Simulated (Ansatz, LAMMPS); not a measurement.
# Relaxing amorphous 81SiO2-19TiO2 (mol %) (96 atoms), part 2 of 3

Wanted: the relaxed structure of amorphous 81SiO2-19TiO2 (mol %) (96 atoms) and its electronic structure.

Ansatz 0.2.0; Kohn-Sham DFT, PBE, PAW (set soft_2), plane waves.

The cell: 26 Si, 6 Ti and 64 O. The quench rate of 50 K/ps is orders of magnitude faster than experiment. The starting topology of bonds comes from the classical model. Only the Γ point is sampled in the main run, in a cell whose shortest periodic width is 11 Å.

So far. Step 4 (Cell and atoms relaxed): The relaxation changed the energy by -60.2 meV/atom, and atoms moved by 0.26 Å r.m.s., 0.51 Å at most.

### Step 6. Single point at the relaxed geometry

The electronic structure is read at the final geometry, in a run of its own.

Input file input.yaml:

```yaml
crystal:
  lattice:
    - [11.4034, -0.13666, 0.11544]
    - [-0.13666, 11.65205, 0.4442]
    - [0.11544, 0.4442, 11.24182]
  atoms:
    - { symbol: Si, position: [0.28102, 0.6147, 0.77555] }
    - { symbol: Si, position: [0.94251, 0.45047, 0.68494] }
    - { symbol: Si, position: [0.67521, 0.85539, 0.25015] }
    - { symbol: Si, position: [0.74879, 0.2437, 0.70214] }
    - { symbol: Si, position: [0.06275, 0.51079, 0.91948] }
    - { symbol: Si, position: [0.43432, 0.76726, 0.60985] }
    - { symbol: Si, position: [0.75509, 0.40188, 0.17847] }
    - { symbol: Si, position: [0.15122, 0.2957, 0.07815] }
    - { symbol: Si, position: [0.54582, 0.52274, 0.57772] }
    - { symbol: Si, position: [0.9948, 0.37727, 0.28464] }
    - { symbol: Si, position: [0.35606, 0.04941, 0.78031] }
    - { symbol: Si, position: [0.24745, 0.90545, 0.24751] }
    - { symbol: Si, position: [0.79134, 0.6241, 0.54871] }
    - { symbol: Si, position: [0.93295, 0.58829, 0.15658] }
    - { symbol: Si, position: [0.67874, 0.25657, 0.97228] }
    - { symbol: Si, position: [0.66979, 0.77857, 0.70926] }
    - { symbol: Si, position: [0.13056, 0.75975, 0.45301] }
    - { symbol: Si, position: [0.88617, 0.74905, 0.33211] }
    - { symbol: Si, position: [0.18633, 0.4999, 0.56698] }
    - { symbol: Si, position: [0.51422, 0.15536, 0.57676] }
    - { symbol: Si, position: [0.32806, 0.30627, 0.44242] }
    - { symbol: Si, position: [0.08481, 0.19361, 0.42537] }
    - { symbol: Si, position: [0.50988, 0.43799, 0.31618] }
    - { symbol: Si, position: [0.4595, 0.9572, 0.4013] }
    - { symbol: Si, position: [0.80229, 0.02126, 0.06613] }
    - { symbol: Si, position: [0.03855, 0.07962, 0.18528] }
    - { symbol: Ti, position: [0.53991, 0.54743, 0.85053] }
    - { symbol: Ti, position: [0.85619, 0.98093, 0.79254] }
    - { symbol: Ti, position: [0.40141, 0.18251, 0.00986] }
    - { symbol: Ti, position: [0.11226, 0.98163, 0.62851] }
    - { symbol: Ti, position: [0.55655, 0.64133, 0.11929] }
    - { symbol: Ti, position: [0.41006, 0.89531, 0.01896] }
    - { symbol: O, position: [0.65141, 0.72458, 0.21338] }
    - { symbol: O, position: [0.51327, 0.06992, 0.46465] }
    - { symbol: O, position: [0.34882, 0.98367, 0.31068] }
    - { symbol: O, position: [0.27109, 0.51765, 0.67957] }
    - { symbol: O, position: [0.92551, 0.71975, 0.19588] }
    - { symbol: O, position: [0.89966, 0.57475, 0.6268] }
    - { symbol: O, position: [0.1571, 0.60664, 0.85362] }
    - { symbol: O, position: [0.48298, 0.64831, 0.56132] }
    - { symbol: O, position: [0.90518, 0.03793, 0.1612] }
    - { symbol: O, position: [0.86364, 0.33412, 0.24516] }
    - { symbol: O, position: [0.00123, 0.57447, 0.02945] }
    - { symbol: O, position: [0.07835, 0.17228, 0.07289] }
    - { symbol: O, position: [0.25967, 0.42071, 0.48035] }
    - { symbol: O, position: [0.56625, 0.90434, 0.32542] }
    - { symbol: O, position: [0.40721, 0.3365, 0.31944] }
    - { symbol: O, position: [0.34254, 0.15666, 0.86589] }
    - { symbol: O, position: [0.86743, 0.97099, 0.95203] }
    - { symbol: O, position: [0.74205, 0.35099, 0.04921] }
    - { symbol: O, position: [0.84838, 0.34553, 0.66176] }
    - { symbol: O, position: [0.58617, 0.53755, 0.00635] }
    - { symbol: O, position: [0.22734, 0.21055, 0.41563] }
    - { symbol: O, position: [0.69867, 0.9376, 0.12766] }
    - { symbol: O, position: [0.63535, 0.39334, 0.26188] }
    - { symbol: O, position: [0.24115, 0.03602, 0.6992] }
    - { symbol: O, position: [0.10625, 0.34755, 0.20021] }
    - { symbol: O, position: [0.99753, 0.78166, 0.4096] }
    - { symbol: O, position: [0.64233, 0.21921, 0.60603] }
    - { symbol: O, position: [0.03122, 0.13506, 0.31193] }
    - { symbol: O, position: [0.40365, 0.8596, 0.50033] }
    - { symbol: O, position: [0.3692, 0.92965, 0.86509] }
    - { symbol: O, position: [0.96418, 0.46864, 0.82667] }
    - { symbol: O, position: [0.82243, 0.63809, 0.40658] }
    - { symbol: O, position: [0.5421, 0.82965, 0.67555] }
    - { symbol: O, position: [0.12757, 0.39246, 0.96852] }
    - { symbol: O, position: [0.21594, 0.79219, 0.33702] }
    - { symbol: O, position: [0.81583, 0.12214, 0.72834] }
    - { symbol: O, position: [0.99669, 0.9387, 0.73499] }
    - { symbol: O, position: [0.53776, 0.26492, 0.99624] }
    - { symbol: O, position: [0.79546, 0.85521, 0.32723] }
    - { symbol: O, position: [0.68745, 0.52956, 0.56804] }
    - { symbol: O, position: [0.73399, 0.13481, 0.01615] }
    - { symbol: O, position: [0.41353, 0.25075, 0.54678] }
    - { symbol: O, position: [0.15496, 0.62672, 0.50229] }
    - { symbol: O, position: [0.31845, 0.73709, 0.69797] }
    - { symbol: O, position: [0.0541, 0.10634, 0.54204] }
    - { symbol: O, position: [0.14726, 0.85543, 0.55066] }
    [... 12 atom lines left out ...]
    - { symbol: O, position: [0.1326, 0.97774, 0.20635] }
    - { symbol: O, position: [0.74966, 0.74715, 0.59418] }
    - { symbol: O, position: [0.44762, 0.03913, 0.06356] }
    - { symbol: O, position: [0.69625, 0.2837, 0.82887] }
    - { symbol: O, position: [0.38911, 0.5907, 0.86672] }
    - { symbol: O, position: [0.02037, 0.31937, 0.41835] }
kpoints:
  mp_grid: { grid: [1, 1, 1] }
hamiltonian:
  xc: pbe
scf:
  occupations: { method: fermi_dirac, width: 0.025 }
output:
  forces: true
  stress: true
  populations: true
  dos:
    method: { smearing: { sigma: 0.08 } }
    de: 0.05
    projected: { site_lists: { O: [O], Si: [Si], Ti: [Ti] } }
  eigenvalues: true
  write_density: true
  write_potential: true
  volumetric_format: npy
```

On the command line:

```
> ansatz run input.yaml --threads 4 --pin off --max-ram 8192MiB --backend cpu --events-out ev --progress --plain --runs-dir out
```

Run time: 35 s. Hardware: 4 threads of Arm Neoverse V1, shared host; peak memory 1.9 GiB; 2.2 min of CPU time.

The program notes that the exchange-correlation potential is rough where the density is thin.

Numbers from this run:

```
free energy                                      : -67950.6932 eV
free energy per atom                             : -707.8197 eV/atom
SCF cycles                                       : 11
pressure                                         : 0.002948 GPa
r.m.s. force component                           : 0.00409 eV/Å
longest force                                    : 0.01714 eV/Å
Fermi energy                                     : 3.101 eV
gap (highest filled to lowest empty level) : 3.676 eV
spilling of the projection                       : 0.01124
```

Löwdin charges by element (they lack the spilled electrons, 0.066 e an atom on average):

```
element  coordination  atoms  mean charge (e)  spread   least    most
      O           all     64           -0.754  0.0512  -0.801  -0.597
     Si           all     26             1.77  0.0167    1.72    1.80
     Ti           all      6             1.42   0.008    1.40    1.43
```

Charge against the make-up of the first shell:

```
Ti neighbours of O  atoms  mean charge (e)
                 0     44           -0.785
                 1     16           -0.703
                 2      4           -0.616
```

Density of states as counts of states in windows of 1 eV (from the Fermi level), total and the larger projections:

```
from (eV)  to (eV)  total   O p  Si p  Ti d
      -10       -9   16.2  10.9   1.1   0.1
       -9       -8   14.5  10.2   1.5   0.1
       -8       -7   29.9  22.5   5.6   0.1
       -7       -6   34.7  26.2   5.4   1.4
       -6       -5   28.1  21.4   2.9   1.7
       -5       -4   73.1  61.4   3.4   4.5
       -4       -3   84.7  76.7   2.1   3.1
       -3       -2   84.2  80.0   1.0   1.4
       -2       -1    8.4   8.2   0.0   0.1
       -1        1    0.0   0.0   0.0   0.0
        1        2    4.4   0.5   0.1   3.5
        2        3   23.4   3.4   0.4  18.2
        3        4   21.9   3.7   0.5  13.9
        4        5   12.8   2.6   0.8   6.6
```

Between -26 and -10 eV lie 138 more states.

The stored curve holds about 512 of the 560 electrons; the rest, give or take the few that broadening carries across the Fermi level, lie in deeper levels below its range.

The levels nearest the highest filled one (over half full), pooled over k-points and spins:

```
level less the highest filled one (eV)  occupation
                                -0.239           2
                                -0.220           2
                                -0.158           2
                                -0.113           2
                               -0.0765           2
                                     0           2
                                  3.68           0
                                  3.71           0
                                  3.86           0
                                  3.96           0
                                  4.00           0
                                  4.14           0
```

Valence density in the ac plane at fractional y = 0.537, with atoms of Si and Ti and O within 0.2 Å of it. It is the smooth field of the valence electrons, not physical close to the nuclei.

Values in e/Å³, 13 rows by 16 columns, each cell a mean:
```
0.7 0.3 0.2 0.1 0.0 0.1 0.2 0.1 0.9 2.4 0.6 0.0 0.0 0.0 0.0 0.4
0.4 0.4 0.7 0.3 0.1 0.6 1.2 0.9 5.9 3.3 0.1 0.0 0.0 0.0 0.1 0.4
0.3 0.2 0.3 0.3 0.3 0.3 0.4 0.4 3.3 1.8 0.1 0.0 0.0 0.0 0.2 0.6
0.1 0.0 0.1 0.8 2.7 0.7 0.1 0.2 0.6 0.3 0.1 0.0 0.0 0.1 0.4 0.3
0.1 0.1 0.2 1.1 3.3 0.8 0.1 0.2 0.4 0.3 0.6 0.7 0.2 0.7 2.6 0.9
0.1 0.2 0.3 0.3 0.3 0.1 0.0 0.2 0.2 0.4 3.2 4.4 0.6 0.4 0.9 0.3
0.0 0.1 0.4 0.3 0.1 0.0 0.0 0.2 0.5 0.3 0.6 0.8 0.2 0.1 0.1 0.0
0.0 0.0 0.1 0.1 0.0 0.0 0.0 0.2 0.3 0.1 0.0 0.0 0.1 0.1 0.0 0.0
0.8 0.1 0.0 0.0 0.0 0.0 0.1 0.3 0.2 0.1 0.0 0.0 0.0 0.0 0.1 0.7
3.5 0.3 0.0 0.0 0.0 0.0 0.6 3.8 1.6 0.1 0.0 0.0 0.1 0.1 0.3 2.8
0.6 0.1 0.0 0.0 0.0 0.0 0.3 2.1 1.0 0.1 0.0 0.3 3.1 2.5 0.5 0.7
0.5 0.1 0.0 0.0 0.0 0.0 0.0 0.1 0.2 0.3 0.1 0.2 2.4 2.0 0.4 0.6
2.4 0.4 0.0 0.0 0.0 0.0 0.0 0.1 1.1 4.5 1.1 0.1 0.1 0.1 0.2 1.6
```
Columns run along a (11.4 Å), rows up along c (11.3 Å). Atoms in or near the plane, at fractional coordinates: Si at (0.55, 0.58), Ti at (0.54, 0.85), O at (0.59, 0.01), O at (0.69, 0.57), O at (0.47, 0.23), O at (0.80, 0.15).

Electrostatic potential energy in the ac plane at fractional y = 0.537, with atoms of Si and Ti and O within 0.2 Å of it. With pseudopotentials it is smooth inside the atoms' cores, unlike the true potential.

Ten even steps from '0' (-39 eV) to '9' (9 eV), each cell a mean:
```
53247899999999998511599999999997
30005899999999875557899999999997
40015899999866741114799999999997
76567888888867730003789999999988
88889988667889852125799999999988
99999988667899987678899999999999
89999996336999998889999999998888
89999883004999998888999999986567
89987665337999874336887899862158
99985103689999850002511378874479
99974001689999850002400267788999
99986435789999985346865788889999
99998888999999998888999999999999
99999999999999999999999999999999
99999999999999999999999999999999
99999999999999988899999999999999
26999999999999877889999999999973
03999999999997203789999999999850
37999999999997102799999998887653
79999999999999757888999840155214
79999999999999998888899830045224
78999999999999998888999985587667
26999999999999999734799999999873
24788999999999999300399999999983
```
Columns run along a (11.4 Å; values clipped at the 3rd and 97th percentile), rows up along c (11.3 Å). Atoms in or near the plane, at fractional coordinates: Si at (0.55, 0.58), Ti at (0.54, 0.85), O at (0.59, 0.01), O at (0.69, 0.57), O at (0.47, 0.23), O at (0.80, 0.15).

Mean Löwdin charges: O -0.75, Si +1.77, Ti +1.42 e (they miss 1.1 % of the electrons, so they add up to more than the cell's charge). The charge on O changes by +0.084 e for each Ti neighbour that takes the place of another kind, on average. The largest share in the top eV of filled states is O p (97 % of the projected weight), and in the lowest eV of empty states Ti d (81 % of the projected weight).

The surroundings of Ti32, one of the 6 Ti atoms, nearest first, numbered as they follow in the input and with coordinates relative to it.

```
atom      x      y      z  distance (Å)  bonds  Löwdin charge (e)
Ti32   0.00   0.00   0.00          0.00      4               1.40
 O89  -1.33  -0.39   1.14          1.79      2              -0.67
 O62  -0.49   0.34  -1.72          1.82      2              -0.70
 O93   0.41   1.69   0.57          1.83      2              -0.62
 O79   0.99  -1.54   0.14          1.84      2              -0.62
Si12  -1.83   0.24   2.56          3.15      4               1.76
Si11  -0.66   1.70  -2.62          3.19      4               1.72
Ti29  -0.14   3.34   0.02          3.35      4               1.42
```

The column of bonds counts only the pairs O-Si within 2.08 Å, O-Ti within 2.64 Å; other neighbours, such as metal atoms beside each other in a compound, aren't counted, and periodic images can show an atom twice.

### Step 7. K-mesh 2×2×2

A denser mesh tests the sampling of the Brillouin zone.

Changes to input.yaml since step 6:

```diff
@@ -8,3 +8,3 @@
 kpoints:
-  mp_grid: { grid: [1, 1, 1] }
+  mp_grid: { grid: [2, 2, 2] }
 hamiltonian:
@@ -22,4 +22 @@
   eigenvalues: true
-  write_density: true
-  write_potential: true
-  volumetric_format: npy
```

Wall time 5.3 min (4 threads); peak memory 6.1 GiB.

The program notes that it cut back its work space to fit the memory limit.

Geometry and reference: those of the single point at the relaxed geometry.

Forces differ from those of the single point at the relaxed geometry by 1.6 meV/Å r.m.s.; the energy by -0.23 meV/atom and the gap by -0.023 eV. It took 5.3 min and 11 cycles; the reference's time can't be set against it, since the two runs asked for unlike analyses.

### Step 8. Functional HSE06

HSE06 mixes in a quarter of exact exchange at short range, which counters self-interaction, at a higher cost.

This step: Kohn-Sham DFT, HSE06, PAW (set soft_2), plane waves (Ansatz 0.2.0).

Changes to input.yaml since step 7:

```diff
@@ -8,5 +8,5 @@
 kpoints:
-  mp_grid: { grid: [2, 2, 2] }
+  mp_grid: { grid: [1, 1, 1] }
 hamiltonian:
-  xc: pbe
+  xc: hse06
 scf:
```

Run time: 8.4 min. Hardware: 4 threads; peak memory 4.5 GiB; 32 min of CPU time.

The program notes that the exchange threshold is loose for the stress and the SCF threshold is loose for the stress.

Geometry and reference: those of the single point at the relaxed geometry.

Forces differ from those of the single point at the relaxed geometry by 188 meV/Å r.m.s.; the pressure by -4.5 GPa and the gap by +1.7 eV. It took 8.4 min and 22 cycles; the reference's time can't be set against it, since the two runs asked for unlike analyses.

Read from the output:

| Quantity | Value |
| --- | --- |
| free energy | -67953.4592 eV |
| free energy per atom | -707.8485 eV/atom |
| SCF cycles | 22 |
| pressure | -4.499 GPa |
| r.m.s. force component | 0.1883 eV/Å |
| longest force | 0.6185 eV/Å |
| Fermi energy | 2.706 eV |
| gap (highest filled to lowest empty level) | 5.405 eV |
| spilling of the projection | 0.01152 |

Length of the force by element:

```
element  coordination  atoms  mean length of the force (eV/Å)  spread   least   most
      O           all     64                            0.368   0.133  0.0042  0.619
     Si           all     26                           0.0763  0.0279  0.0175  0.142
     Ti           all      6                            0.178   0.076  0.0899  0.329
```

Löwdin charges by element (they lack the spilled electrons, 0.067 e an atom on average):

```
element  coordination  atoms  mean charge (e)  spread   least    most
      O           all     64           -0.793  0.0371  -0.833  -0.675
     Si           all     26             1.83  0.0172    1.79    1.86
     Ti           all      6             1.59  0.0087    1.58    1.60
```

Charge against the make-up of the first shell:

```
Ti neighbours of O  atoms  mean charge (e)
                 0     44           -0.815
                 1     16           -0.757
                 2      4           -0.695
```

[end of part 2 of 3]

[Logs are printed without paths, hosts, clocks, repeated set-up lines and the standing remarks that a program may print on its own settings, such as how far it seeks lower states.]

[Hosts, paths, dates, database ids (printed as entryN), source tags and the programs' standing remarks are cut or masked in the printed files.]
